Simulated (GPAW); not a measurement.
AlN (P6_3mc): refractive index against wavelength

The refractive index of AlN (P6_3mc) along x below the direct gap (4.14 eV on the mesh) is read from one computed spectrum, n = √(Re ε). x, y and z are the Cartesian axes of the input cell.

Cell: a, b, c = 3.113, 3.113, 4.981 Å (primitive vectors), 4 atoms.

Method: GPAW 26.7.0, PBE, RPA, k-mesh 12×12×6, local fields up to 50 eV, Lorentzian half width 0.15 eV.

Launch of the response step: `OMP_NUM_THREADS=1 python df.py`. The run took 64 s, its band step included, on 1 thread of Intel(R) Xeon(R) Platinum 8488C (Sapphire Rapids) (shared host).

```tsv
wavelength (nm)	photon energy E (eV)	n
1310	0.946	2.0794
1064	1.165	2.0848
850	1.459	2.0938
700	1.771	2.1061
633	1.959	2.1149
532	2.331	?
450	2.755	2.1667
```

In the single-oscillator model n² − 1 = E₀E_d/(E₀² − E²), so 1/(n² − 1) = E₀/E_d − E²/(E₀E_d) is linear in E².

Working, on the rows shown:

| x = E² (eV²) | y = 1/(n² − 1) |
| --- | --- |
| 0.895757 | 0.300851 |
| 1.35784 | 0.298829 |
| 2.12762 | 0.295508 |
| 3.13716 | 0.291065 |
| 3.83641 | 0.287952 |
| 7.59115 | 0.270666 |

Means: x̄ = 3.1577, ȳ = 0.29081. Σ(x − x̄)(y − ȳ) = -0.1332, Σ(x − x̄)² = 29.53. Slope = -0.1332 / 29.53 = -0.004511; intercept = ȳ − slope · x̄ = 0.30506. Turned back into n, the line misses the rows shown by at most 0.00058.

Q: Predict the last column of the withheld row from the fit.

A: At x = 5.4314 the line gives y = 0.28055, that is 2.1364. The run gave 2.1359, so the interpolation is off by 0.00054, 0.6 % of the range in the table.

Refitted with all rows, the slope is -0.004501 and the intercept 0.30505. These give E₀ = √(intercept/−slope) = 8.23 eV and E_d = E₀/intercept = 27.0 eV; E₀ is 2.0 times the direct gap. The electronic limit at long wavelengths, without lattice vibrations, is n = √(1 + 1/intercept) = 2.068. The cell comes from an older database entry, whose edges can be off by a per cent or so. Excitons are left out; PBE gaps are as a rule too small. The values come from a sum over the points of one k-mesh and carry its error, which grows as the direct gap shrinks.

[Logs are printed without paths, hosts, clocks, repeated set-up lines and the standing remarks that a program may print on its own settings, such as how far it seeks lower states.]
